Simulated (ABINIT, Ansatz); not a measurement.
# Lattice dynamics of Dysprosium (P6_3/mmc) in two programs

How does Dysprosium (P6_3/mmc) vibrate, and is this structure a minimum?

Calculated with ABINIT 10.8.3; DFT PBE, scalar-relativistic, plane waves, PseudoDojo norm-conserving, 4f in core pseudopotentials.

This is a report of a sequence of runs, with most program output left out.

## Step 1: Set-up

The structure is hexagonal, space group P6_3/mmc (No. 194). The conventional cell has a = 3.590 Å, b = 3.590 Å, c = 5.647 Å, α = 90.00°, β = 90.00°, γ = 120.00°. Nearest to Dy lie 12 Dy at 3.50 to 3.59 Å.

Coordinates:

```cif
data_structure
_symmetry_space_group_name_H-M 'P 1'
_symmetry_Int_Tables_number 1
_cell_length_a 3.5903
_cell_length_b 3.5903
_cell_length_c 5.6475
_cell_angle_alpha 90.000
_cell_angle_beta 90.000
_cell_angle_gamma 120.000
_cell_volume 63.04
loop_
_atom_site_label
_atom_site_type_symbol
_atom_site_fract_x
_atom_site_fract_y
_atom_site_fract_z
_atom_site_occupancy
Dy1 Dy 0.33333 0.66667 0.25000 1
Dy2 Dy 0.66667 0.33333 0.75000 1
```

## Step 2: A first look

A first run with smearing and empty bands tells whether the crystal has a gap, which decides between fixed occupations and smearing later on.

The input, probe.abi:

```
# ground state
tolvrs 1.0d-08
prtden 1
prtwf 1

# basis, mesh and filling
ecut 19.0
ngkpt 6 6 4
nshiftk 1
shiftk 0.0 0.0 0.0
istwfk *1
occopt 7
tsmear 0.005
nband 18
nstep 100
diemac 9.0
prtebands 0
prtgsr 0

# cell and atoms
acell 3*1.0 Angstrom
rprim 
    3.5903 0.0 0.0
    -1.79515 3.109291007 0.0
    0.0 0.0 5.6475
ntypat 1
znucl 66
natom 2
typat 1 1
xred 
    1/3 2/3 0.25
    2/3 1/3 0.75
pp_dirpath "./pseudo"
pseudos "Dy.upf"
```

Launch:

```
$ OMP_NUM_THREADS=1 mpirun -n 4 abinit probe.abi > probe.log
```

Run time: 8 s. Hardware: 4 MPI ranks of Intel Xeon Platinum 8488C (Sapphire Rapids), shared host; 27 s of CPU time.

Numbers from this step:

```
volume per atom   : 31.52 Å³
pressure          : -1.501 GPa
gap on the k-mesh : 0 eV
```

No gap opens on this mesh, so smearing is kept; the printed pressure holds the stress of the finite basis too.

## Step 3: Relaxing the cell and atoms

The harmonic expansion needs vanishing forces, and a free crystal bears no stress, so cell and atoms are brought to rest. Stress is more sensitive to the basis than forces are: the last 3 Ha under the cutoff are smoothed with ecutsm, and the cutoff is raised above that of the later runs.

The input, relax.abi:

```
# relaxation
ionmov 2
optcell 2
dilatmx 1.08
ntime 40
tolmxf 1.0d-05
tolvrs 1.0d-14
prtwf 0
prtden 0
chksymtnons 0

# basis, mesh and filling
ecut 25.0
ecutsm 3.0
ngkpt 9 9 6
nshiftk 1
shiftk 0.0 0.0 0.0
istwfk *1
occopt 7
tsmear 0.01
nband 18
nstep 100
diemac 1000000.0
prtebands 0
prtgsr 0

# cell and atoms
acell 3*1.0 Angstrom
rprim 
    3.5903 0.0 0.0
    -1.79515 3.109291007 0.0
    0.0 0.0 5.6475
ntypat 1
znucl 66
natom 2
typat 1 1
xred 
    1/3 2/3 0.25
    2/3 1/3 0.75
pp_dirpath "./pseudo"
pseudos "Dy.upf"
```

Launch:

```
$ OMP_NUM_THREADS=1 mpirun -n 4 abinit relax.abi > relax.log
```

The job ended after 2.1 min (4 MPI ranks; 8.2 min of CPU time).

The steps of the relaxation:

| step | energy less that of the first step (eV) | largest force (eV/Å) | volume (Å³) |
| --- | --- | --- | --- |
| 1 | 0.0000 | 0.0000 | 63.04 |
| 2 | -0.0001 | 0.0000 | 63.08 |
| 3 | -0.0003 | 0.0000 | 63.41 |
| 4 | -0.0003 | 0.0000 | 63.41 |
| 5 | -0.0004 | 0.0000 | 63.37 |
| 6 | -0.0004 | 0.0000 | 63.36 |

| conventional cell, symmetrised | before | after | change |
| --- | --- | --- | --- |
| a (Å) | 3.590 | 3.602 | +0.3 % |
| b (Å) | 3.590 | 3.602 | +0.3 % |
| c (Å) | 5.647 | 5.638 | -0.2 % |
| volume (Å³/atom) | 31.52 | 31.68 | +0.5 % |

The relaxed structure:

```cif
data_structure
_symmetry_space_group_name_H-M 'P 1'
_symmetry_Int_Tables_number 1
_cell_length_a 3.6022
_cell_length_b 3.6022
_cell_length_c 5.6385
_cell_angle_alpha 90.000
_cell_angle_beta 90.000
_cell_angle_gamma 120.000
_cell_volume 63.36
loop_
_atom_site_label
_atom_site_type_symbol
_atom_site_fract_x
_atom_site_fract_y
_atom_site_fract_z
_atom_site_occupancy
Dy1 Dy 0.33333 0.66667 0.25000 1
Dy2 Dy 0.66667 0.33333 0.75000 1
```

Numbers from this step:

| Item | Value |
| --- | --- |
| volume per atom | 31.68 Å³ |
| pressure | -0.001296 GPa |

The volume changes by +0.5 % in this run and stands +0.5 % from the first cell.

## Step 4: Self-consistent run for the response

The response is built on these wavefunctions, so the potential is converged far more tightly than an energy would need. Smearing stays on, as the first look found no gap above 0.3 eV.

The input, gs.abi:

```
# ground state
tolvrs 1.0d-16
prtden 1
prtwf 1

# basis, mesh and filling
ecut 19.0
ngkpt 9 9 6
nshiftk 1
shiftk 0.0 0.0 0.0
istwfk *1
occopt 7
tsmear 0.01
nband 18
nstep 100
diemac 1000000.0
prtebands 0
prtgsr 0

# cell and atoms
acell 3*1.0 Angstrom
rprim 
    3.602216558 0.0 0.0
    -1.801108279 3.119611049 0.0
    0.0 0.0 5.638460634
ntypat 1
znucl 66
natom 2
typat 1 1
xred 
    1/3 2/3 0.25
    2/3 1/3 0.75
pp_dirpath "./pseudo"
pseudos "Dy.upf"
```

Launch:

```
$ OMP_NUM_THREADS=1 mpirun -n 4 abinit gs.abi > gs.log
```

The job ended after 17 s (4 MPI ranks; 63 s of CPU time).

This step gave:

| Quantity | Value |
| --- | --- |
| pressure | -1.703 GPa |

The cell stands at -1.7 GPa: the relaxation ran with a smoothed and higher cutoff, and the difference is a stress of the finite basis.

## Step 5: Zone-centre response

At q = 0 one unit cell holds all displacements. The response is solved for single atoms along the cell's directions, and symmetry skips those that follow from others. The crystal is treated as a metal, which screens a static field, so no field response is asked.

The input, dfpt_gamma.abi:

```

# common to the responses
getwfk_filepath "gso_WFK"
kptopt 2
nqpt 1
qpt 0.0 0.0 0.0
asr 0
chneut 0

# displacements
rfphon 1
rfatpol 1 2
rfdir 1 1 1
tolvrs 1.0d-10
prtwf 0
prtpot 1

# basis, mesh and filling
ecut 19.0
ngkpt 9 9 6
nshiftk 1
shiftk 0.0 0.0 0.0
istwfk *1
occopt 7
tsmear 0.01
nband 18
nstep 100
diemac 1000000.0
prtebands 0
prtgsr 0

# cell and atoms
acell 3*1.0 Angstrom
rprim 
    3.602216558 0.0 0.0
    -1.801108279 3.119611049 0.0
    0.0 0.0 5.638460634
ntypat 1
znucl 66
natom 2
typat 1 1
xred 
    1/3 2/3 0.25
    2/3 1/3 0.75
pp_dirpath "./pseudo"
pseudos "Dy.upf"
```

Launch:

```
$ OMP_NUM_THREADS=1 mpirun -n 4 abinit dfpt_gamma.abi > dfpt_gamma.log
```

Elapsed: 72 s, on 4 MPI ranks; 4.7 min of CPU time.

Read from the output:

```yaml
largest_acoustic_frequency_at_the_zone_centre_before_the_sum_rule: -3.5 cm⁻¹
highest_optical_zone_centre_mode_no_lo_to_term: 107.3 cm⁻¹
lowest_optical_zone_centre_mode: 63.25 cm⁻¹
```

The acoustic modes at Γ come out as far as 3.5 cm⁻¹ from zero, where they should vanish, a small numerical error.

## Step 6: Linear response on the mesh

Linear response treats each wavevector of the 3×3×2 mesh in the unit cell; the first-order potentials are kept for the electron-phonon matrix elements.

The input, dfpt_q.abi:

```
ndtset 5

# wavevectors
qpt1 0.3333333333 0.0 0.0
qpt2 0.3333333333 0.3333333333 0.0
qpt3 0.0 0.0 0.5
qpt4 0.3333333333 0.0 0.5
qpt5 0.3333333333 0.3333333333 0.5

# displacements
getwfk_filepath "gso_WFK"
getwfq_filepath "gso_WFK"
kptopt 3
nqpt 1
rfphon 1
rfatpol 1 2
rfdir 1 1 1
tolvrs 1.0d-10
prtwf 0
prtpot 1

# basis, mesh and filling
ecut 19.0
ngkpt 9 9 6
nshiftk 1
shiftk 0.0 0.0 0.0
istwfk *1
occopt 7
tsmear 0.01
nband 18
nstep 100
diemac 1000000.0
prtebands 0
prtgsr 0

# cell and atoms
acell 3*1.0 Angstrom
rprim 
    3.602216558 0.0 0.0
    -1.801108279 3.119611049 0.0
    0.0 0.0 5.638460634
ntypat 1
znucl 66
natom 2
typat 1 1
xred 
    1/3 2/3 0.25
    2/3 1/3 0.75
pp_dirpath "./pseudo"
pseudos "Dy.upf"
```

Launch:

```
$ OMP_NUM_THREADS=1 mpirun -n 4 abinit dfpt_q.abi > dfpt_q.log
```

Elapsed: 25 min, on 4 MPI ranks; 1.7 h of CPU time.

Numbers from this step:

```yaml
lowest_mode_on_the_q_mesh_acoustic_ones_at_the_zone_centre_apart: 46.36 cm⁻¹
```

Frequencies (cm⁻¹) before the sum rule at the irreducible wavevectors but Γ, which is solved apart; negative means imaginary. Frequencies by wavevector:

```
    q (fractions)  star  mode 1  mode 2  mode 3  mode 4  mode 5  mode 6
       0.3333 0 0     6   49.46   52.69    83.9   87.56   92.21   104.6
  0.3333 0.3333 0     2   77.94   77.94   79.52   79.52   93.65   101.1
          0 0 0.5     1   46.36   46.36   46.36   46.36   80.84   80.84
     0.3333 0 0.5     6   64.47   64.47   68.75   68.75    99.2    99.2
0.3333 0.3333 0.5     2   47.88   47.88   95.54   95.54   100.3   100.3
```

## Step 7: Dispersion

anaddb transforms the dynamical matrices to force constants and back along the path; points of the mesh come back as solved, but for the sum rule and, in polar crystals, the LO-TO term at Γ; the rest is interpolation.

The input, anaddb.abi:

```
ddb_filepath "all_DDB"
output_file "anaddb.abo"
outdata_prefix "anaddb"
ifcflag 1
ngqpt 3 3 2
nqshft 1
q1shft 0.0 0.0 0.0
asr 1
chneut 0
dipdip 0
dipquad 0
quadquad 0
enunit 0
eivec 0
nph1l 93
qph1l 
    0.0 0.0 0.0 1.0
    0.05 0.0 0.0 1.0
    0.1 0.0 0.0 1.0
    0.15 0.0 0.0 1.0
    0.2 0.0 0.0 1.0
    0.25 0.0 0.0 1.0
    0.3 0.0 0.0 1.0
    0.35 0.0 0.0 1.0
    0.4 0.0 0.0 1.0
    0.45 0.0 0.0 1.0
    0.5 0.0 0.0 1.0
    0.48333333 0.03333333 0.0 1.0
    0.46666667 0.06666667 0.0 1.0
    0.45 0.1 0.0 1.0
    0.43333333 0.13333333 0.0 1.0
    0.41666667 0.16666667 0.0 1.0
    0.4 0.2 0.0 1.0
    0.38333333 0.23333333 0.0 1.0
    0.36666667 0.26666667 0.0 1.0
    0.35 0.3 0.0 1.0
    0.33333333 0.33333333 0.0 1.0
    0.3 0.3 0.0 1.0
    0.26666667 0.26666667 0.0 1.0
    0.23333333 0.23333333 0.0 1.0
    0.2 0.2 0.0 1.0
    0.16666667 0.16666667 0.0 1.0
    0.13333333 0.13333333 0.0 1.0
    0.1 0.1 0.0 1.0
    0.06666667 0.06666667 0.0 1.0
    0.03333333 0.03333333 0.0 1.0
    0.0 0.0 0.0 1.0
    0.0 0.0 0.05 1.0
    0.0 0.0 0.1 1.0
    0.0 0.0 0.15 1.0
    0.0 0.0 0.2 1.0
    0.0 0.0 0.25 1.0
    0.0 0.0 0.3 1.0
    0.0 0.0 0.35 1.0
    0.0 0.0 0.4 1.0
    0.0 0.0 0.45 1.0
    0.0 0.0 0.5 1.0
    0.05 0.0 0.5 1.0
    0.1 0.0 0.5 1.0
    0.15 0.0 0.5 1.0
    0.2 0.0 0.5 1.0
    0.25 0.0 0.5 1.0
    0.3 0.0 0.5 1.0
    0.35 0.0 0.5 1.0
    0.4 0.0 0.5 1.0
    0.45 0.0 0.5 1.0
    0.5 0.0 0.5 1.0
    0.48333333 0.03333333 0.5 1.0
    0.46666667 0.06666667 0.5 1.0
    0.45 0.1 0.5 1.0
    0.43333333 0.13333333 0.5 1.0
    0.41666667 0.16666667 0.5 1.0
    0.4 0.2 0.5 1.0
    0.38333333 0.23333333 0.5 1.0
    0.36666667 0.26666667 0.5 1.0
    0.35 0.3 0.5 1.0
    0.33333333 0.33333333 0.5 1.0
    0.3 0.3 0.5 1.0
    0.26666667 0.26666667 0.5 1.0
    0.23333333 0.23333333 0.5 1.0
    0.2 0.2 0.5 1.0
    0.16666667 0.16666667 0.5 1.0
    0.13333333 0.13333333 0.5 1.0
    0.1 0.1 0.5 1.0
    0.06666667 0.06666667 0.5 1.0
    0.03333333 0.03333333 0.5 1.0
    0.0 0.0 0.5 1.0
    0.5 0.0 0.5 1.0
    0.5 0.0 0.45 1.0
    0.5 0.0 0.4 1.0
    0.5 0.0 0.35 1.0
    0.5 0.0 0.3 1.0
    0.5 0.0 0.25 1.0
    0.5 0.0 0.2 1.0
    0.5 0.0 0.15 1.0
    0.5 0.0 0.1 1.0
    0.5 0.0 0.05 1.0
    0.5 0.0 0.0 1.0
    0.33333333 0.33333333 0.5 1.0
    0.33333333 0.33333333 0.45 1.0
    0.33333333 0.33333333 0.4 1.0
    0.33333333 0.33333333 0.35 1.0
    0.33333333 0.33333333 0.3 1.0
    0.33333333 0.33333333 0.25 1.0
    0.33333333 0.33333333 0.2 1.0
    0.33333333 0.33333333 0.15 1.0
    0.33333333 0.33333333 0.1 1.0
    0.33333333 0.33333333 0.05 1.0
    0.33333333 0.33333333 0.0 1.0
```

The input, mrgddb.in:

```
all_DDB
merged
6
dfpt_gammao_DDB
dfpt_qo_DS1_DDB
dfpt_qo_DS2_DDB
dfpt_qo_DS3_DDB
dfpt_qo_DS4_DDB
dfpt_qo_DS5_DDB
```

Launch:

```
$ mrgddb < mrgddb.in > mrgddb.log
$ OMP_NUM_THREADS=1 anaddb anaddb.abi > anaddb.log
```

It took 1.1 s on 1 thread.

This step gave:

```
lowest frequency on the path : 0 cm⁻¹
```

Anaddb. The phonon branches at the labelled points (cm⁻¹):

```
    point  branch 1  branch 2  branch 3  branch 4  branch 5  branch 6
        Γ         0         0         0        63        63       107
  halfway        42        44        69        81        85       107
        M        54        61        93        96        98       101
  halfway        65        66        86        94        96       100
        K        78        78        80        80        94       101
  halfway        49        56        66        88        88       105
        Γ         0         0         0        63        63       107
  halfway        26        26        46        59        59       101
        A        46        46        46        46        81        81
  halfway        63        63        64        64        91        91
        L        65        65        73        73       107       107
  halfway        54        54        86        86       105       105
        H        48        48        96        96       100       100
  halfway        57        57        74        74        94        94
        A        46        46        46        46        81        81
jump to L        65        65        73        73       107       107
  halfway        58        60        82        87       102       107
        M        54        61        93        96        98       101
jump to H        48        48        96        96       100       100
  halfway        59        59        94        94        94        99
        K        78        78        80        80        94       101
```

All branches are real along the path.

## Step 8: Sums over the zone

Sums over the zone need many more wavevectors than were solved, so the interpolation is sampled on a dense mesh.

The input, anaddb.abi:

```
ddb_filepath "all_DDB"
output_file "anaddb.abo"
outdata_prefix "anaddb"
ifcflag 1
ngqpt 3 3 2
nqshft 1
q1shft 0.0 0.0 0.0
asr 1
chneut 0
dipdip 0
dipquad 0
quadquad 0
prtdos 2
ng2qpt 14 14 8
dosdeltae 4.5563e-06
ntemper 11
temperinc 100.0
tempermin 0.0
```

Launch:

```
$ OMP_NUM_THREADS=1 anaddb anaddb.abi > anaddb.log
```

It took 1.1 s on 1 thread.

This step gave:

* share of modes beyond 3i cm⁻¹ on the dense interpolated mesh: 0
* zero-point energy per atom: 14.22 meV
* heat capacity at 300 K: 24.65 J/(mol atoms K)
* vibrational entropy at 300 K: 51.14 J/(mol atoms K)

The phonon density of states has structure finer than the step of the table below, so its rows give means over 5 cm⁻¹, whole bins alone (the curve runs from -30 to 137 cm⁻¹). Peaks (cm⁻¹: height): 55.0: 0.117, 103.0: 0.191.

Tetrahedra. Phonon density of states against wavenumber; means over each step:

wavenumber (cm⁻¹), phonon density of states (1/cm⁻¹/cell) and a bar:
```
        0      0.000 
        5      0.000 
       10      0.000 
       15      0.001 
       20      0.003 #
       25      0.005 #
       30      0.008 ##
       35      0.012 ###
       40      0.018 #####
       45      0.030 #######
       50      0.084 #####################
       55      0.106 ##########################
       60      0.090 ######################
       65      0.080 ####################
       70      0.067 #################
       75      0.079 ####################
       80      0.097 ########################
       85      0.085 #####################
       90      0.095 #######################
       95      0.093 #######################
      100      0.121 ##############################
      105      0.119 #############################
      110      0.003 #
      115      0.000
```

Harmonic thermodynamic functions per atom, summed over the density of states scaled to three modes an atom; melting is ignored. Thermodynamic functions:

| T (K) | F_vib (meV/atom) | S (J/mol-atom/K) | C_V (J/mol-atom/K) |
| --- | --- | --- | --- |
| 0 | 14.22 | 0 | 0 |
| 50 | 12.32 | 10.95 | 16.84 |
| 100 | 2.78 | 24.88 | 22.45 |
| 200 | -32.33 | 41.21 | 24.28 |
| 300 | -80.52 | 51.14 | 24.65 |
| 400 | -137.4 | 58.25 | 24.78 |
| 500 | -200.7 | 63.78 | 24.84 |
| 600 | -269.2 | 68.32 | 24.87 |
| 700 | -342.1 | 72.15 | 24.89 |
| 800 | -418.6 | 75.47 | 24.9 |
| 900 | -498.4 | 78.41 | 24.91 |
| 1000 | -581 | 81.03 | 24.92 |

At 300 K the heat capacity has reached 99 % of the Dulong-Petit value.

## Step 9: The same in Ansatz

A second program on the same cell, potentials, cutoff and meshes tests the implementation of the phonon response, not its convergence.

This step: DFT PBE, scalar-relativistic, plane waves, norm-conserving pseudopotentials, 4f in core (Ansatz 0.2.0).

The input, input.yaml:

```yaml
crystal:
  lattice:
    - [3.6022165583, 0.0, 0.0]
    - [-1.8011082791, 3.1196110494, 0.0]
    - [0.0, 0.0, 5.6384606336]
  atoms:
    - { symbol: Dy, position: [0.3333333333, 0.6666666667, 0.25] }
    - { symbol: Dy, position: [0.6666666667, 0.3333333333, 0.75] }
kpoints:
  mp_grid: { grid: [9, 9, 6] }
hamiltonian:
  xc: pbe
  pseudopotentials:
    kind: nc
    azcp: { Dy: "pseudopotentials/pbe/nc/lanthanide_3plus/Dy.nc.azcp" }
    accuracy: standard
scf:
  occupations: { method: gaussian, width: 0.27211 }
output:
  eigenvalues: true
basis:
  ecutwfc: 517.016
phonons:
  method: dfpt
  qmesh: [3, 3, 2]
  temperatures: { t_max: 1000, t_step: 50 }
  qpath:
    path:
      - [[0.0, 0.0, 0.0], [0.5, 0.0, 0.0], [0.33333333, 0.33333333, 0.0], [0.0, 0.0, 0.0], [0.0, 0.0, 0.5], [0.5, 0.0, 0.5], [0.33333333, 0.33333333, 0.5], [0.0, 0.0, 0.5]]
      - [[0.5, 0.0, 0.5], [0.5, 0.0, 0.0]]
      - [[0.33333333, 0.33333333, 0.5], [0.33333333, 0.33333333, 0.0]]
    npoints: 10
  electrical_resistivity: { temperatures: [77, 300], mesh: [18, 18, 12] }
```

Launch:

```
$ ansatz run input.yaml --threads 4 --pin off --max-ram 16384MiB --backend cpu --events-out ev --progress --plain --runs-dir out
```

It took 3.7 min on 4 threads; peak memory 2.6 GiB.

Read from the output:

```
sum-rule residual before enforcement                               : 1.33e-5 eV/Å²
mean frequency                                                     : 76.5 cm⁻¹
Debye temperature (second moment)                                  : 147 K
logarithmic mean frequency                                         : 73.3 cm⁻¹
lowest optical zone-centre mode                                    : 63.27 cm⁻¹
lowest mode on the q mesh (acoustic ones at the zone centre apart) : 46.37 cm⁻¹
heat capacity at 300 K                                             : 24.64 J/(mol atoms K)
vibrational entropy at 300 K                                       : 51.16 J/(mol atoms K)
```

## Step 10: The two compared: ABINIT PseudoDojo and Ansatz, PseudoDojo

Worked out from the results:

```
root-mean-square difference             : 0.03 cm⁻¹
largest difference                      : 0.08 cm⁻¹
root-mean-square difference on the path : 0 cm⁻¹
largest difference on the path          : 0.1 cm⁻¹
```

The interpolated bands of the two lie on top of each other.

At the solved wavevectors the largest difference (acoustic modes at Γ apart) is 0.07 % of the highest mode.

## Step 11: Outcome

```
space group after relaxation                                       : P6_3/mmc
volume per atom                                                    : 31.7 Å³
highest optical zone-centre mode (no LO-TO term)                   : 107.3 cm⁻¹
lowest optical zone-centre mode                                    : 63.2 cm⁻¹
q mesh                                                             : 3×3×2
lowest mode on the q mesh (acoustic ones at the zone centre apart) : 46.4 cm⁻¹
zero-point energy per atom                                         : 14.2 meV
heat capacity at 300 K                                             : 24.6 J/(mol atoms K)
vibrational entropy at 300 K                                       : 51.1 J/(mol atoms K)
imaginary modes on the q mesh                                      : none
largest difference from Ansatz, PseudoDojo                         : 0.08 cm⁻¹
```

Dysprosium (P6_3/mmc) is dynamically stable on the 3×3×2 mesh; its spectrum reaches 108 cm⁻¹. At the PBE level the optical modes of Dysprosium (P6_3/mmc) at the zone centre run from 63 to 107 cm⁻¹. Along axes with an odd number of divisions the mesh misses the zone-boundary points at one half, where instabilities often lie; those are only interpolated. The base run prints -1.7 GPa, mostly the error of a finite basis; the relaxation, with a smoothed and higher cutoff, had brought the cell to rest. An error of this size shows a cutoff that is short for these files. ABINIT PseudoDojo and Ansatz, PseudoDojo agree to 0.08 cm⁻¹ (0.07 % of the highest mode compared) on all solved modes but the acoustic ones at Γ. These are harmonic frequencies at zero temperature: anharmonic shifts and linewidths and thermal expansion are left out. Spin-orbit coupling is left out, which can matter for the heavy elements here. In a metal the frequencies hang on the k mesh and the smearing, most of all near Kohn anomalies. The 4f electrons are frozen in the core as for a trivalent ion, so their moments and any magnetic order are left out. Ansatz warns that the cutoff lies 17 % under the one recommended for these files; agreement at one cutoff is not convergence. Electron-phonon sums were run after this but are left out, since no second program bore their λ out within 30 %; a λ that a log prints is not taken as a result.

[Host names and launcher messages were left out of these logs when they were recorded.]

[Logs are printed without paths, hosts, clocks, repeated set-up lines and the standing remarks that a program may print on its own settings, such as how far it seeks lower states.]

[Hosts, paths, dates, database ids (printed as entryN), source tags and the programs' standing remarks are cut or masked in the printed files.]
